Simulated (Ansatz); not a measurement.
## The false plateau in GW convergence: CsSnI3 (Pm-3m)

Wanted: the G0W0 gap of CsSnI3 (Pm-3m) over a grid of bands and cutoffs.

Calculated with Ansatz 0.2.0; G0W0 on PBE, plane waves, PAW; PAW set soft_1.

This is a report of a sequence of runs, with most program output left out.

## (1) Set-up

Symmetry: Pm-3m, No. 221, cubic system. Conventional cell: a = 6.286 Å, b = 6.286 Å, c = 6.286 Å, α = 90.00°, β = 90.00°, γ = 90.00°. Cs has 12 I at 4.45 Å nearest. Sn has 6 I at 3.14 Å nearest. Nearest to I lie 2 Sn at 3.14 Å and 4 Cs at 4.45 Å. Farther neighbours and most contacts between anions are not listed.

The cell and positions are those that the Materials Project relaxed with its own functionals (PBE, PBE+U or r2SCAN), kept fixed. Spin-orbit coupling is left out unless a step names it.

## (2) 199 empty bands, screening to 50 eV

Now the one-shot GW correction: screening in the RPA, then the self-energy of the levels asked for. This step takes PAW set soft_1 files.

The input, input.yaml:

```yaml
crystal:
  lattice:
    - [6.286228, 0.0, 0.0]
    - [0.0, 6.286228, 0.0]
    - [0.0, 0.0, 6.286228]
  atoms:
    - { symbol: Cs, position: [0.5, 0.5, 0.5] }
    - { symbol: Sn, position: [0.0, 0.0, 0.0] }
    - { symbol: I, position: [0.5, 0.0, 0.0] }
    - { symbol: I, position: [0.0, 0.0, 0.5] }
    - { symbol: I, position: [0.0, 0.5, 0.0] }
kpoints:
  mp_grid: { grid: [2, 2, 2] }
hamiltonian:
  xc: pbe
  pseudopotentials: { kind: paw, azcp: { folder: soft_1 } }
scf:
  occupations: { method: fixed }
gw:
  n_empty_bands: 199
  ecut_chi: 50
  qp_bands: [v2, c2]
  qp_kpoints: band_edges
  screening: { model: contour_deformation }
```

The run is started by

```sh
ansatz run input.yaml --threads 3 --pin off --max-ram 92160MiB --backend cuda --events-out ev --progress --plain --runs-dir out --devices 1 --max-vram 13GiB
```

Run time: 7.8 s. Hardware: 1 × NVIDIA H100 80GB HBM3 (shared by 6 runs) with 3 threads of AMD EPYC 7R13 (Zen 3), shared host; peak memory 1.2 GiB; 6.5 s of CPU time.

Numbers from this step:

| Property | Result |
| --- | --- |
| bands summed | 236 |
| RPA ε∞ on this mesh (eigenvalues) | 172.6, 172.6, 172.6 |
| plane waves in the screening matrix | 203 |
| q-points in the mesh | 8 |
| G0W0 gap on the mesh | 0.7289 eV |
| k of the valence top | -0.5, -0.5, -0.5 |
| k of the conduction bottom | -0.5, -0.5, -0.5 |
| starting gap on the mesh | 0.4067 eV |
| Z at the valence top | 0.7381 |
| Z at the conduction bottom | 0.7397 |
| least direct G0W0 gap on the computed points | 0.7289 eV |

The gap on the mesh goes from 0.41 eV to 0.73 eV, a correction of +0.32 eV. Between the two edge states, bare exchange in place of the xc potential would open the gap by 5.32 eV, and correlation takes back 5.00 eV.

## (3) 1036 empty bands, screening to 50 eV

input.yaml: that of step 2 with these lines changed.

```diff
@@ -19,3 +19,3 @@
 gw:
-  n_empty_bands: 199
+  n_empty_bands: 1036
   ecut_chi: 50
```

Wall time 23 s (1 × NVIDIA H100 80GB HBM3 (shared by 6 runs) with 3 threads); peak memory 1.7 GiB; 22 s of CPU time.

Numbers from this step:

| Property | Result |
| --- | --- |
| bands summed | 1073 |
| RPA ε∞ on this mesh (eigenvalues) | 175.3, 175.3, 175.3 |
| plane waves in the screening matrix | 203 |
| G0W0 gap on the mesh | 0.7689 eV |
| k of the valence top | -0.5, -0.5, -0.5 |
| k of the conduction bottom | -0.5, -0.5, -0.5 |
| starting gap on the mesh | 0.4067 eV |
| least direct G0W0 gap on the computed points | 0.7689 eV |

Against the run with 2×2×2 mesh, 199 empty bands, screening to 50 eV, PAW set soft_1 files, the gap moves by +0.04 eV.

## (4) 564 empty bands, screening to 100 eV

Bands and screening cutoff are moved together, since each hides the error of the other.

input.yaml: that of step 3 with these lines changed.

```diff
@@ -19,4 +19,4 @@
 gw:
-  n_empty_bands: 1036
-  ecut_chi: 50
+  n_empty_bands: 564
+  ecut_chi: 100
   qp_bands: [v2, c2]
```

The job ended after 10 s (1 × NVIDIA H100 80GB HBM3 (shared by 6 runs) with 3 threads; peak memory 1.6 GiB; 13 s of CPU time).

The G0W0 gap on the mesh is 0.918 eV.

## (5) 2931 empty bands, screening to 100 eV

input.yaml: that of step 4 with these lines changed.

```diff
@@ -19,3 +19,3 @@
 gw:
-  n_empty_bands: 564
+  n_empty_bands: 2931
   ecut_chi: 100
```

Elapsed: 3.1 min, on 1 × NVIDIA H100 80GB HBM3 (shared by 6 runs) with 3 threads; peak memory 3.9 GiB; 6.3 min of CPU time.

The G0W0 gap on the mesh is 0.941 eV.

## (6) 199 empty bands, screening to 150 eV

input.yaml: that of step 5 with these lines changed.

```diff
@@ -19,4 +19,4 @@
 gw:
-  n_empty_bands: 2931
-  ecut_chi: 100
+  n_empty_bands: 199
+  ecut_chi: 150
   qp_bands: [v2, c2]
```

Wall time 11 s (1 × NVIDIA H100 80GB HBM3 (shared by 6 runs) with 3 threads); peak memory 1.8 GiB; 14 s of CPU time.

The G0W0 gap on the mesh is 0.849 eV.

## (7) 1036 empty bands, screening to 150 eV

input.yaml: that of step 6 with these lines changed.

```diff
@@ -19,3 +19,3 @@
 gw:
-  n_empty_bands: 199
+  n_empty_bands: 1036
   ecut_chi: 150
```

Elapsed: 17 s, on 1 × NVIDIA H100 80GB HBM3 (shared by 6 runs) with 3 threads; peak memory 2.4 GiB.

The G0W0 gap on the mesh is 0.975 eV.

## (8) 1840 empty bands, screening to 220 eV

input.yaml: that of step 7 with these lines changed.

```diff
@@ -19,4 +19,4 @@
 gw:
-  n_empty_bands: 1036
-  ecut_chi: 150
+  n_empty_bands: 1840
+  ecut_chi: 220
   qp_bands: [v2, c2]
```

The job ended after 37 s (1 × NVIDIA H100 80GB HBM3 (shared by 6 runs) with 3 threads; peak memory 4.2 GiB; 58 s of CPU time).

The G0W0 gap on the mesh is 1.018 eV.

## (9) 564 empty bands, screening to 300 eV

input.yaml: that of step 8 with these lines changed.

```diff
@@ -19,4 +19,4 @@
 gw:
-  n_empty_bands: 1840
-  ecut_chi: 220
+  n_empty_bands: 564
+  ecut_chi: 300
   qp_bands: [v2, c2]
```

Elapsed: 16 s, on 1 × NVIDIA H100 80GB HBM3 (shared by 6 runs) with 3 threads; peak memory 6.8 GiB.

The G0W0 gap on the mesh is 0.957 eV.

## (10) The grid

Start PBE, 2×2×2 mesh. Times are wall times on 1 × NVIDIA H100 80GB HBM3 (shared by 6 runs) with 3 threads of AMD EPYC 7R13 (Zen 3), shared host, good to a factor of about two.

| cutoff (eV) | plane waves at q = 0 | bands summed | gap (eV) | Σc valence (eV) | Σc conduction (eV) | time |
| --- | --- | --- | --- | --- | --- | --- |
| 50 | 203 | 236 | 0.729 | 1.50 | -3.50 | 7.8 s |
| 50 | 203 | 1073 | 0.769 | 1.27 | -3.69 | 23 s |
| 100 | 587 | 601 | 0.918 | 1.05 | -3.76 | 10 s |
| 100 | 587 | 2968 | 0.941 | 0.94 | -3.85 | 3.1 min |
| 150 | 1021 | 236 | 0.849 | 1.38 | -3.50 | 11 s |
| 150 | 1021 | 1073 | 0.975 | 0.89 | -3.86 | 17 s |
| 220 | 1839 | 1877 | 1.018 | 0.79 | -3.92 | 37 s |
| 300 | 2945 | 601 | 0.957 | 1.01 | -3.77 | 16 s |

## (11) Results

```
236 bands, 50 eV                   : 0.729 eV
1073 bands, 50 eV                  : 0.769 eV
601 bands, 100 eV                  : 0.918 eV
2968 bands, 100 eV                 : 0.941 eV
236 bands, 150 eV                  : 0.849 eV
1073 bands, 150 eV                 : 0.975 eV
1877 bands, 220 eV                 : 1.018 eV
601 bands, 300 eV                  : 0.957 eV
estimated limit along the diagonal : 1.08 eV
mesh and start                     : 2×2×2, PBE
```

What this shows: At 50 eV, going from 236 to 1073 bands moves the gap by +0.04 eV. At 100 eV, going from 601 to 2968 bands moves the gap by +0.02 eV. At 150 eV, going from 236 to 1073 bands moves the gap by +0.13 eV. At 236 bands, raising the cutoff from 50 to 150 eV moves it by +0.12 eV. At 1073 bands, raising the cutoff from 50 to 150 eV moves it by +0.21 eV. At 601 bands, raising the cutoff from 100 to 300 eV moves it by +0.04 eV. Along the diagonal, where both rise together, the two highest rungs point to 1.08 eV. Gaps are over the mesh's points; an edge off the mesh would be missed. A low cutoff hides what high bands add, so a band series at one cutoff can look settled before the gap is. The 2×2×2 mesh is coarse for this cell (its supercell is 13 Å along the shortest edge). The RPA ε∞ on it, from the PBE start, is 172.25; such meshes misread the long-range screening, most where the gap is narrow. This is the ideal cubic cell; many perovskites, halides above all, are cubic only on average, and local tilts or off-centring can widen the gap. On this mesh the RPA ε∞ passes 90, more than nearly any semiconductor shows; a coarse mesh does this where one point with a narrow direct gap carries much weight. The screening is then too strong, and the G0W0 gap should not be taken as the material's. The many-body steps are scalar-relativistic: spin-orbit coupling is not in them.

[Paths, hosts, dates, memory and timing lines, banners, echoed tables and standing remarks are left out of the program output.]

[Logs are printed without paths, hosts, clocks, repeated set-up lines and the standing remarks that a program may print on its own settings, such as how far it seeks lower states.]

[Runs of the session that timed out or met a known fault of the program may be left out.]

[Cells called generated may have been cut or substituted from an entry of the Crystallography Open Database or the Materials Project.]

[Hosts, paths, dates, database ids (printed as entryN), source tags and the programs' standing remarks are cut or masked in the printed files.]
